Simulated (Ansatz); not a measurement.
# Transmission past a defect: Ta wire along [111], 4 atoms a period, divacancy of Ta and Ta, part 2 of 3

What does the defect do to the conductance?

Ansatz 0.2.0; DFT PBE, plane waves, PAW; relaxation of a wire's period (the session's first sound run).

So far. Step 2 (The relaxed wire): The cell's length comes to 3.162 Å with spin left out. 2 contacts a cell pass between under 1.1 and over 1.27 times the sum of covalent radii, so the wire has rearranged from the shape that names it.

## 3. The perfect wire

This step: DFT PBE, plane waves, PAW; channels and complex bands of a perfect wire (Ansatz 0.2.0).

At the relaxed period the Bloch states of the perfect wire are found at each energy: those that move forward count the open channels, and those that decay describe how a disturbance dies away inside the wire itself. An energy step of 0.035 eV is under the 0.039 eV that the program asks for its thermal average at 300 K.

File input.yaml:

```yaml
crystal:
  lattice:
    - [9.148, 0.0, 0.0]
    - [0.0, 10.866, 0.0]
    - [0.0, 0.0, 3.161584488]
  atoms:
    - { symbol: Ta, position: [0.335758967, 0.501822954, 0.833367483] }
    - { symbol: Ta, position: [0.502171246, 0.638029298, 0.333302111] }
    - { symbol: Ta, position: [0.497784429, 0.361970702, 0.333364556] }
    - { symbol: Ta, position: [0.664196708, 0.498177046, 0.833299184] }
kpoints:
  mp_grid: { grid: [1, 1, 26] }
scf:
  occupations: { method: fermi_dirac, width: 0.05 }
hamiltonian:
  xc: pbe
output:
  transmission:
    e_range: [-1.26, 1.26]
    de: 0.035
    kmesh: [1, 1]
    reduced_basis: true
    leads: [[0, 0]]
basis:
  ecutwfc: "350 eV"
```

Launch:

```
$ ansatz run input.yaml --threads 4 --pin off --max-ram 16384MiB --backend cpu --events-out ev --progress --plain --runs-dir out
```

Numbers of over 12 decimals in the logs are rounded to 6 here.

Log:

```text
Warning: basis.ecutwfc = 350 eV is below the records' recommended 420 eV, and the density's cutoff is lower with it unless basis.ecutrho_ratio is high enough to keep the records' density cutoff: compare with a run at a higher cutoff
[...]
Crystal: 4 atoms, lattice volume = 314.268 Å³
Basis set: ecut = 350 eV, 4643 PW (Γ)
Bands: 32, of which v1, the nominal top of the filled ones, is band 26 counted from 1 (25 counted from 0)
Symmetry: 2 space group operations
[...]
k-points: 14 of 26
[...]
SCF iter   1: F=—  HF=-39721.195704 eV  |F-HF|=—  |Δ(HF+E_count)|=         —  Δρ=4.50e-3  dr2=1.64e-1  ethr=1.77e-3  ⟨swp⟩=8.0  Hψ=2178  notcnv=0
[...]
SCF iter   9: F=-39721.194746 eV  HF=-39721.194746 eV  |F-HF|=2.26e-10  |Δ(HF+E_count)|=   5.78e-9  Δρ=1.12e-6  dr2=7.99e-9  ethr=1.92e-10  ⟨swp⟩=2.7  Hψ=865  notcnv=0
SCF 1 converged in 9 iterations: F = -39721.194746 eV  dr2 = 7.99e-9
[...]
transmission: 4 of 24 steps passed
transmission: 8 of 24 steps passed
[...]
transmission: 24 of 24 steps passed
SCF converged after 9 iterations
Free energy (F): -39721.194746 eV
[...]
Internal energy: -39721.155601 eV  (E = F + TS)
E sigma→0 (E₀):  -39721.175174 eV
Entropy (-TS):   -0.039145 eV (-9.786 meV/atom)
Fermi energy:    1.877043 eV
[...]
--- Band table (eV; the first three rows and the last of 14) ---
  k-point 0: bands = [... 22 lower, 0.8118, 0.8872, 1.4356, 1.6064, 1.6800, 2.4955, 2.7143, 2.7218, ... 2 higher]
  k-point 1: bands = [... 22 lower, 0.7755, 0.8455, 1.5608, 1.5666, 1.6952, 2.5163, 2.6951, 2.7625, ... 2 higher]
  k-point 2: bands = [... 22 lower, 0.6767, 0.7339, 1.4378, 1.7384, 1.8342, 2.5774, 2.6870, 2.8936, ... 2 higher]
  k-point 13: bands = [... 22 lower, 0.4959, 0.4968, 1.2859, 1.2993, 2.6052, 2.6657, 3.5234, 3.5333, ... 2 higher]
--- Transmission ---
  basis      : 723 plane waves across, 4 finite elements along
  points     : 1, standing for a mesh of 1 x 1
  filling    : by the input's occupations and mesh, since the crystals that have channels conduct as metals do. If one of these is a semiconductor, that mesh has misplaced its level
  energies   : 73 from -1.260000 to 1.260000 eV about the Fermi level, 0.035000 eV apart; the leads are filled to 0.000000 eV, and channels, transmission and decay are at 0.000000 eV
  crystal 0  : Ta4, at the sites [0, 0], period 3.1616 Å: whole cells are its period
    offset         : up to 0.0000 Å between an atom of the period and one for which it stands
    filled         : 16.9 meV under the level at which it is neutral
    channels       : 3.000000e0 a spin
    conductance    : 2.4651e14 S/m² at 300 K; may be off by some 0.0 % by where its bands' edges are placed, 3.8 % from the distance to neutral
```

Elapsed: 86 s, on 4 threads of Arm Neoverse V1, shared host; peak memory 1.2 GiB; 5.1 min of CPU time.

Reading the cycles: dr2 is the Hartree energy of the density residual (eV), the measure of convergence; HF is the Harris–Foulkes estimate of the energy, which meets the free energy F at convergence.

Numbers from this step:

```yaml
energy_at_zero_smearing: -39721.1752 eV
channels_at_the_energy_nearest_the_fermi_level_one_spin: 3
conductance_of_the_lead_as_this_run_defines_it: 3.163 G₀
band_gap: 0 eV
```

The open channels of the lead, one spin by energy, zero at the Fermi level:

energy (eV), open channels of the lead, one spin and a bar from the least value:
```
   -1.190       7.00 ##############################
   -1.085       6.00 #########################
   -1.015       5.00 ####################
   -0.910       4.00 ###############
   -0.805       4.00 ###############
   -0.700       4.00 ###############
   -0.595       4.00 ###############
   -0.490       4.00 ###############
   -0.385       5.00 ####################
   -0.315       1.00 
   -0.210       2.00 #####
   -0.105       3.00 ##########
    0.000       3.00 ##########
    0.105       3.00 ##########
    0.210       5.00 ####################
    0.315       5.00 ####################
    0.385       5.00 ####################
    0.490       5.00 ####################
    0.595       5.00 ####################
    0.700       6.00 #########################
    0.805       4.00 ###############
    0.910       7.00 ##############################
    1.015       7.00 ##############################
    1.085       7.00 ##############################
    1.190       6.00 #########################
```

The slowest values at each energy, most degenerate partners merged, listed up to 1.5 1/Å. The Im kz of the slowest decaying states by energy, zero at the Fermi level:

```tsv
energy (eV)	decay 1 (Å⁻¹)	decay 2 (Å⁻¹)	decay 3 (Å⁻¹)	decay 4 (Å⁻¹)
-1.190	0.175	0.180	0.522	0.582
-1.085	0.0437	0.184	0.189	0.518
-1.015	0.0627	0.0874	0.187	0.192
-0.910	0.0769	0.101	0.148	0.189
-0.805	0.0816	0.148	0.184	0.189
-0.700	0.0787	0.177	0.186	0.192
-0.595	0.0673	0.180	0.187	0.199
-0.490	0.0413	0.171	0.179	0.214
-0.385	0.160	0.170	0.224	0.254
-0.315	1.3e-4	0.0617	0.150	0.161
-0.210	0.0697	0.0866	0.0993	0.132
-0.105	0.107	0.124	0.126	0.137
0.000	0.0657	0.0970	0.144	0.169
0.105	0.0234	0.0463	0.160	0.193
0.210	0.0872	0.174	0.211	0.222
0.315	0.108	0.185	0.211	0.226
0.385	0.113	0.192	0.201	0.233
0.490	0.114	0.182	0.186	0.202
0.595	0.0801	0.107	0.158	0.201
0.700	0.0903	0.122	0.187	0.217
0.805	0.0344	0.0586	0.0609	0.0712
0.910	0.0898	0.106	0.163	0.228
1.015	0.119	0.130	0.184	0.185
1.085	0.134	0.142	0.164	0.191
1.190	0.152	0.158	0.166	0.189
```

By hand: the program gives 2.4651 × 10^14 S/m² over the cell's cross-section of 99.40 Å² = 9.940 × 10^-19 m², so one cell conducts 2.450 × 10^-4 S. Divided by G0 = 2e²/h = 7.748 × 10^-5 S this is 3.16 G0, a resistance of 4.08 kΩ.

At the computed energy nearest the Fermi level there are 3 channels a spin, and the thermal average gives 3.16 G₀.

## 4. Relaxing the junction

This step: DFT PBE, plane waves, PAW; relaxation of a junction in a wire, ends held (Ansatz 0.2.0).

System of this step: Ta wire along [111], 4 atoms a period, divacancy of Ta and Ta. The cell holds 34 atoms: 34 Ta. Cell: a = 9.148 Å, b = 10.866 Å, c = 28.454 Å, α = 90.0°, β = 90.0°, γ = 90.0°. Regions: held atoms, 24 atoms (24 Ta); free atoms, 10 atoms (10 Ta). Vacuum lies along a and b. The structure's axis is c.

10 atoms at the defect are free to relax, while 24 stay where the perfect wire has them, so that the ends still repeat as a lead. The cutoff is set under the files' recommended one to save time.

File input.yaml:

```yaml
crystal:
  lattice:
    - [9.148, 0.0, 0.0]
    - [0.0, 10.866, 0.0]
    - [0.0, 0.0, 28.4542603918]
  atoms:
    - { symbol: Ta, position: [0.335758967, 0.501822954, 0.981485276] }
    - { symbol: Ta, position: [0.502171246, 0.638029298, 0.037033568] }
    - { symbol: Ta, position: [0.497784429, 0.361970702, 0.037040506] }
    - { symbol: Ta, position: [0.664196708, 0.498177046, 0.092588798] }
    - { symbol: Ta, position: [0.335758967, 0.501822954, 0.092596387] }
    - { symbol: Ta, position: [0.502171246, 0.638029298, 0.148144679] }
    - { symbol: Ta, position: [0.497784429, 0.361970702, 0.148151617] }
    - { symbol: Ta, position: [0.664196708, 0.498177046, 0.203699909] }
    - { symbol: Ta, position: [0.335758967, 0.501822954, 0.203707498] }
    - { symbol: Ta, position: [0.502171246, 0.638029298, 0.25925579] }
    - { symbol: Ta, position: [0.497784429, 0.361970702, 0.259262728] }
    - { symbol: Ta, position: [0.664196708, 0.498177046, 0.31481102] }
    - { symbol: Ta, position: [0.335758967, 0.501822954, 0.314818609] }
    - { symbol: Ta, position: [0.502171246, 0.638029298, 0.370366901] }
    - { symbol: Ta, position: [0.497784429, 0.361970702, 0.37037384] }
    - { symbol: Ta, position: [0.502171246, 0.638029298, 0.481478012] }
    - { symbol: Ta, position: [0.497784429, 0.361970702, 0.481484951] }
    - { symbol: Ta, position: [0.664196708, 0.498177046, 0.537033243] }
    - { symbol: Ta, position: [0.335758967, 0.501822954, 0.537040831] }
    - { symbol: Ta, position: [0.502171246, 0.638029298, 0.592589123] }
    - { symbol: Ta, position: [0.497784429, 0.361970702, 0.592596062] }
    - { symbol: Ta, position: [0.664196708, 0.498177046, 0.648144354] }
    - { symbol: Ta, position: [0.335758967, 0.501822954, 0.648151943] }
    - { symbol: Ta, position: [0.502171246, 0.638029298, 0.703700235] }
    - { symbol: Ta, position: [0.497784429, 0.361970702, 0.703707173] }
    - { symbol: Ta, position: [0.664196708, 0.498177046, 0.759255465] }
    - { symbol: Ta, position: [0.335758967, 0.501822954, 0.759263054] }
    - { symbol: Ta, position: [0.502171246, 0.638029298, 0.814811346] }
    - { symbol: Ta, position: [0.497784429, 0.361970702, 0.814818284] }
    - { symbol: Ta, position: [0.664196708, 0.498177046, 0.870366576] }
    - { symbol: Ta, position: [0.335758967, 0.501822954, 0.870374165] }
    - { symbol: Ta, position: [0.502171246, 0.638029298, 0.925922457] }
    - { symbol: Ta, position: [0.497784429, 0.361970702, 0.925929395] }
    - { symbol: Ta, position: [0.664196708, 0.498177046, 0.981477687] }
kpoints:
  mp_grid: { grid: [1, 1, 1] }
scf:
  occupations: { method: fermi_dirac, width: 0.1 }
hamiltonian:
  xc: pbe
relax:
  constraints:
    - { sites: [0, 1, 2, 3, 4, 5, 6, 7, 8, 9, 10, 11, 22, 23, 24, 25, 26, 27, 28, 29, 30, 31, 32, 33] }
  f_tol: 0.06
  max_steps: 35
basis:
  ecutwfc: "350 eV"
```

Log:

```text
Warning: the atoms were moved onto the symmetric positions of the space group found under crystal.symmetry.tolerance 1.0e-5 (fractional; no operation is sought that the atoms, as they stand in a round, miss by more than twice it, and no atom is moved by as much as it), and the run uses the moved positions. Before a round's move an operation carried an atom to 2.16e-4 Å from where it should land, the largest such dist [...]
[...]
Warning: crystal.symmetry: narrowed to the stabiliser of the relax constraints — unitary ops 4 → 1; lowered at sites 7, 8, 9, 10, 11, 12, 17, 18, 19, 20, 21, 22 (the operations that carried what is held of a site onto what its image site leaves free; the constrained walk keeps no symmetry that its constraints do not admit)
[...]
Crystal: 34 atoms, lattice volume = 2828.415 Å³
Basis set: ecut = 350 eV, 42057 PW (Γ), exchange–correlation on 120×144×360 points (8 copies of the dense FFT grid, shifted against one another)
Bands: 266, of which v1, the nominal top of the filled ones, is band 221 counted from 1 (220 counted from 0)
Symmetry: 1 space group operations
k-points: 1
[...]
SCF iter   1: F=—  HF=-337624.537072 eV  |F-HF|=—  |Δ(HF+E_count)|=         —  Δρ=5.48e-3  dr2=7.68e0  ethr=1.77e-3  ⟨swp⟩=11.0  Hψ=1279  notcnv=0
[...]
SCF iter   7: F=-337624.404737 eV  HF=-337624.404745 eV  |F-HF|=8.10e-6  |Δ(HF+E_count)|=   3.38e-5  Δρ=1.59e-5  dr2=1.98e-5  ethr=2.04e-8  ⟨swp⟩=4.0  Hψ=967  notcnv=0
SCF 1 converged in 7 iterations: F = -337624.404737 eV  dr2 = 1.98e-5
[...]
relax step   1: F+E_penalty+E_count = -337624.40473695 eV  Δ(F+E_penalty+E_count) = +0.000e0 eV  max|allowed force component| = 2.213e0 eV/Å  Δτ_max = 0.0000 Å  (7 SCF iters, dr2 threshold 9.00e-5 eV, accepted)
[...]
SCF iter   7: F=-337625.535557 eV  HF=-337625.535560 eV  |F-HF|=3.31e-6  |Δ(HF+E_count)|=   1.87e-5  Δρ=1.53e-5  dr2=1.36e-5  ethr=2.26e-8  ⟨swp⟩=4.0  Hψ=957  notcnv=0
SCF 2 converged in 7 iterations: F = -337625.535557 eV  dr2 = 1.36e-5
[...]
relax step   2: F+E_penalty+E_count = -337625.53555674 eV  Δ(F+E_penalty+E_count) = -1.131e0 eV  max|allowed force component| = 1.153e0 eV/Å  Δτ_max = 0.1949 Å  (7 SCF iters, dr2 threshold 1.00e-4 eV, accepted)
[...]
SCF iter   7: F=-337625.792555 eV  HF=-337625.792566 eV  |F-HF|=1.08e-5  |Δ(HF+E_count)|=   1.85e-5  Δρ=2.28e-5  dr2=2.99e-5  ethr=1.88e-8  ⟨swp⟩=5.0  Hψ=1081  notcnv=0
SCF 3 converged in 7 iterations: F = -337625.792555 eV  dr2 = 2.99e-5
relax step   3: F+E_penalty+E_count = -337625.79255501 eV  Δ(F+E_penalty+E_count) = -2.570e-1 eV  max|allowed force component| = 4.615e-1 eV/Å  Δτ_max = 0.1945 Å  (7 SCF iters, dr2 threshold 8.31e-5 eV, accepted)
[... from here on, the SCF cycles and remarks between the steps are left out ...]
relax step   4: F+E_penalty+E_count = -337625.84166856 eV  Δ(F+E_penalty+E_count) = -4.911e-2 eV  max|allowed force component| = 3.944e-1 eV/Å  Δτ_max = 0.1268 Å  (7 SCF iters, dr2 threshold 3.41e-5 eV, accepted)
relax step   5: F+E_penalty+E_count = -337625.87510477 eV  Δ(F+E_penalty+E_count) = -3.344e-2 eV  max|allowed force component| = 3.739e-1 eV/Å  Δτ_max = 0.2000 Å  (7 SCF iters, dr2 threshold 2.49e-5 eV, accepted)
relax step   6: F+E_penalty+E_count = -337625.92127897 eV  Δ(F+E_penalty+E_count) = -4.617e-2 eV  max|allowed force component| = 4.868e-1 eV/Å  Δτ_max = 0.1740 Å  (7 SCF iters, dr2 threshold 1.00e-4 eV, accepted)
relax step   7: F+E_penalty+E_count = -337625.98855162 eV  Δ(F+E_penalty+E_count) = -6.727e-2 eV  max|allowed force component| = 3.815e-1 eV/Å  Δτ_max = 0.1964 Å  (6 SCF iters, dr2 threshold 1.00e-4 eV, accepted)
relax step   8: F+E_penalty+E_count = -337626.04345538 eV  Δ(F+E_penalty+E_count) = -5.490e-2 eV  max|allowed force component| = 3.257e-1 eV/Å  Δτ_max = 0.1926 Å  (7 SCF iters, dr2 threshold 8.93e-5 eV, accepted)
relax step   9: F+E_penalty+E_count = -337626.18449072 eV  Δ(F+E_penalty+E_count) = -1.410e-1 eV  max|allowed force component| = 7.571e-1 eV/Å  Δτ_max = 0.1950 Å  (7 SCF iters, dr2 threshold 6.51e-5 eV, accepted)
relax step  10: F+E_penalty+E_count = -337626.44637090 eV  Δ(F+E_penalty+E_count) = -2.619e-1 eV  max|allowed force component| = 1.103e0 eV/Å  Δτ_max = 0.1949 Å  (7 SCF iters, dr2 threshold 1.00e-4 eV, accepted)
relax step  11: F+E_penalty+E_count = -337626.67758202 eV  Δ(F+E_penalty+E_count) = -2.312e-1 eV  max|allowed force component| = 7.561e-1 eV/Å  Δτ_max = 0.1946 Å  (7 SCF iters, dr2 threshold 1.00e-4 eV, accepted)
relax step  12: F+E_penalty+E_count = -337626.76714029 eV  Δ(F+E_penalty+E_count) = -8.956e-2 eV  max|allowed force component| = 7.387e-1 eV/Å  Δτ_max = 0.1949 Å  (7 SCF iters, dr2 threshold 1.00e-4 eV, accepted)
relax step  13: F+E_penalty+E_count = -337626.80118526 eV  Δ(F+E_penalty+E_count) = -3.404e-2 eV  max|allowed force component| = 3.004e-1 eV/Å  Δτ_max = 0.1245 Å  (6 SCF iters, dr2 threshold 1.00e-4 eV, accepted)
relax step  14: F+E_penalty+E_count = -337626.74751575 eV  Δ(F+E_penalty+E_count) = +5.367e-2 eV  max|allowed force component| = 3.154e-1 eV/Å  Δτ_max = 0.2000 Å  (7 SCF iters, dr2 threshold 1.49e-5 eV, rejected (line search))
relax step  15: F+E_penalty+E_count = -337626.81689408 eV  Δ(F+E_penalty+E_count) = -1.571e-2 eV  max|allowed force component| = 1.276e-1 eV/Å  Δτ_max = 0.0692 Å  (10 SCF iters, accepted)
relax step  16: F+E_penalty+E_count = -337626.81849424 eV  Δ(F+E_penalty+E_count) = -1.600e-3 eV  max|allowed force component| = 6.528e-2 eV/Å  Δτ_max = 0.0175 Å  (8 SCF iters, accepted)
relax step  17: F+E_penalty+E_count = -337626.81836685 eV  Δ(F+E_penalty+E_count) = +1.274e-4 eV  max|allowed force component| = 7.107e-2 eV/Å  Δτ_max = 0.0116 Å  (7 SCF iters, rejected (line search))
SCF iter   1: F=—  HF=-337626.818074 eV  |F-HF|=—  |Δ(HF+E_count)|=         —  Δρ=2.73e-4  dr2=6.05e-3  ethr=1.49e-5  ⟨swp⟩=2.0  Hψ=383  notcnv=0
[...]
SCF iter   7: F=-337626.819216 eV  HF=-337626.819216 eV  |F-HF|=8.85e-9  |Δ(HF+E_count)|=   2.63e-8  Δρ=5.72e-7  dr2=2.48e-8  ethr=2.26e-11  ⟨swp⟩=6.0  Hψ=1002  notcnv=0
SCF 18 converged in 7 iterations: F = -337626.819216 eV  dr2 = 2.48e-8
relax step  18: F+E_penalty+E_count = -337626.81921645 eV  Δ(F+E_penalty+E_count) = -7.222e-4 eV  max|allowed force component| = 7.224e-3 eV/Å  Δτ_max = 0.0055 Å  (7 SCF iters, accepted)
SCF converged after 7 iterations
Free energy (F): -337626.819216 eV
[...]
Internal energy: -337625.550511 eV  (E = F + TS)
E sigma→0 (E₀):  -337626.184864 eV
Entropy (-TS):   -1.268706 eV (-37.315 meV/atom)
Fermi energy:    1.598151 eV
[...]
--- Forces (eV/Å), atoms counted from 1 ---
  atom   1  Ta    -0.05334515    -0.01315044     0.02666065
  atom   2  Ta    -0.00047355     0.02624507     0.01403944
  atom   3  Ta    -0.02503947    -0.06877175     0.01224756
  atom   4  Ta     0.05381134     0.00491276     0.04390483
  atom   5  Ta    -0.09198342     0.00331395     0.01881711
  atom   6  Ta    -0.00689233     0.09339473     0.08594058
  atom   7  Ta    -0.00024243    -0.10706811    -0.00941339
  atom   8  Ta     0.06389445    -0.01286007     0.10473162
  atom   9  Ta     0.05026472    -0.03279761     0.27340714
  atom  10  Ta    -0.08371820    -0.27823587     0.34294289
  atom  11  Ta    -0.08368702     0.48503484     0.66045444
  atom  12  Ta     0.26307327    -0.05528270    -0.23781836
  atom  13  Ta    -0.00323467     0.00183990     0.00035401
  atom  14  Ta     0.00182630    -0.00145017    -0.00409261
  atom  15  Ta     0.00062865     0.00002463    -0.00057068
  atom  16  Ta     0.00098348     0.00148407     0.00219108
  atom  17  Ta    -0.00292753     0.00180727    -0.00162726
  atom  18  Ta    -0.00722393     0.00004578     0.00451112
  atom  19  Ta     0.00286261    -0.00278849     0.00118085
  atom  20  Ta     0.00202225    -0.00316178     0.00081673
  atom  21  Ta     0.00251580     0.00419413    -0.00116306
  atom  22  Ta     0.00272184     0.00133408     0.00279574
  atom  23  Ta    -0.55632452    -0.01731139    -0.14421010
  atom  24  Ta     0.18714262    -0.30315979    -0.33940536
  atom  25  Ta     0.19798405     0.14506066    -0.25576575
  atom  26  Ta     0.04518817     0.02989471    -0.25839179
  atom  27  Ta    -0.07499532     0.02156989    -0.11943833
  atom  28  Ta     0.04176832     0.10247430    -0.07154755
  atom  29  Ta     0.00950271    -0.05341041    -0.10419604
  atom  30  Ta     0.04426330     0.02397344    -0.03348623
  atom  31  Ta    -0.03166720    -0.00123933     0.02042341
  atom  32  Ta     0.01170242     0.04119300    -0.02213311
  atom  33  Ta    -0.00068704    -0.03842941     0.00903636
  atom  34  Ta     0.04036097     0.00140437    -0.02119275
  max |Σ_I F_I| component: 8.42e-5 eV/Å
--- Relaxed structure (18 steps of the walk, 16 accepted, 0 SCFs on fresh bases) ---
  F+E_penalty+E_count = -337626.81921645 eV   max|allowed force component| = 7.224e-3 eV/Å
  atoms:
    - { symbol: Ta, position: [0.335759, 0.501823, 0.981481] }
    - { symbol: Ta, position: [0.502171246, 0.638029298, 0.037037] }
    - { symbol: Ta, position: [0.497784, 0.361971, 0.037037] }
    - { symbol: Ta, position: [0.664197, 0.498177, 0.092593] }
    - { symbol: Ta, position: [0.335759, 0.501823, 0.092593] }
    - { symbol: Ta, position: [0.502171246, 0.638029298, 0.148148] }
    - { symbol: Ta, position: [0.497784, 0.361971, 0.148148] }
    - { symbol: Ta, position: [0.664197, 0.498177, 0.203704] }
    - { symbol: Ta, position: [0.335759, 0.501823, 0.203704] }
    - { symbol: Ta, position: [0.502171246, 0.638029298, 0.259259] }
    - { symbol: Ta, position: [0.497784, 0.361971, 0.259259] }
    - { symbol: Ta, position: [0.664197, 0.498177, 0.314815] }
    - { symbol: Ta, position: [0.352299, 0.502332, 0.321620] }
    - { symbol: Ta, position: [0.526774, 0.640540, 0.371620] }
    - { symbol: Ta, position: [0.519351, 0.408009, 0.393662] }
    - { symbol: Ta, position: [0.411797, 0.571280, 0.458709] }
    - { symbol: Ta, position: [0.412025, 0.334224, 0.481254] }
    - { symbol: Ta, position: [0.607473, 0.474218, 0.518787] }
    - { symbol: Ta, position: [0.290717, 0.480127, 0.540398] }
    - { symbol: Ta, position: [0.482036, 0.622264, 0.580893] }
    - { symbol: Ta, position: [0.480483, 0.352386, 0.590161] }
    - { symbol: Ta, position: [0.650451, 0.497325, 0.641879] }
    - { symbol: Ta, position: [0.335759, 0.501823, 0.648148] }
    - { symbol: Ta, position: [0.502171246, 0.638029298, 0.703704] }
    - { symbol: Ta, position: [0.497784, 0.361971, 0.703704] }
    - { symbol: Ta, position: [0.664197, 0.498177, 0.759259] }
    - { symbol: Ta, position: [0.335759, 0.501823, 0.759259] }
    - { symbol: Ta, position: [0.502171246, 0.638029298, 0.814815] }
    - { symbol: Ta, position: [0.497784, 0.361971, 0.814815] }
    - { symbol: Ta, position: [0.664197, 0.498177, 0.870370] }
    - { symbol: Ta, position: [0.335759, 0.501823, 0.870370] }
    - { symbol: Ta, position: [0.502171246, 0.638029298, 0.925926] }
    - { symbol: Ta, position: [0.497784, 0.361971, 0.925926] }
    - { symbol: Ta, position: [0.664197, 0.498177, 0.981481] }
```

Elapsed: 3.8 min, on 4 threads; peak memory 1.9 GiB.

[end of part 2 of 3]

[Logs are printed without paths, hosts, clocks, repeated set-up lines and the standing remarks that a program may print on its own settings, such as how far it seeks lower states.]

[Hosts, paths, dates, database ids (printed as entryN), source tags and the programs' standing remarks are cut or masked in the printed files.]
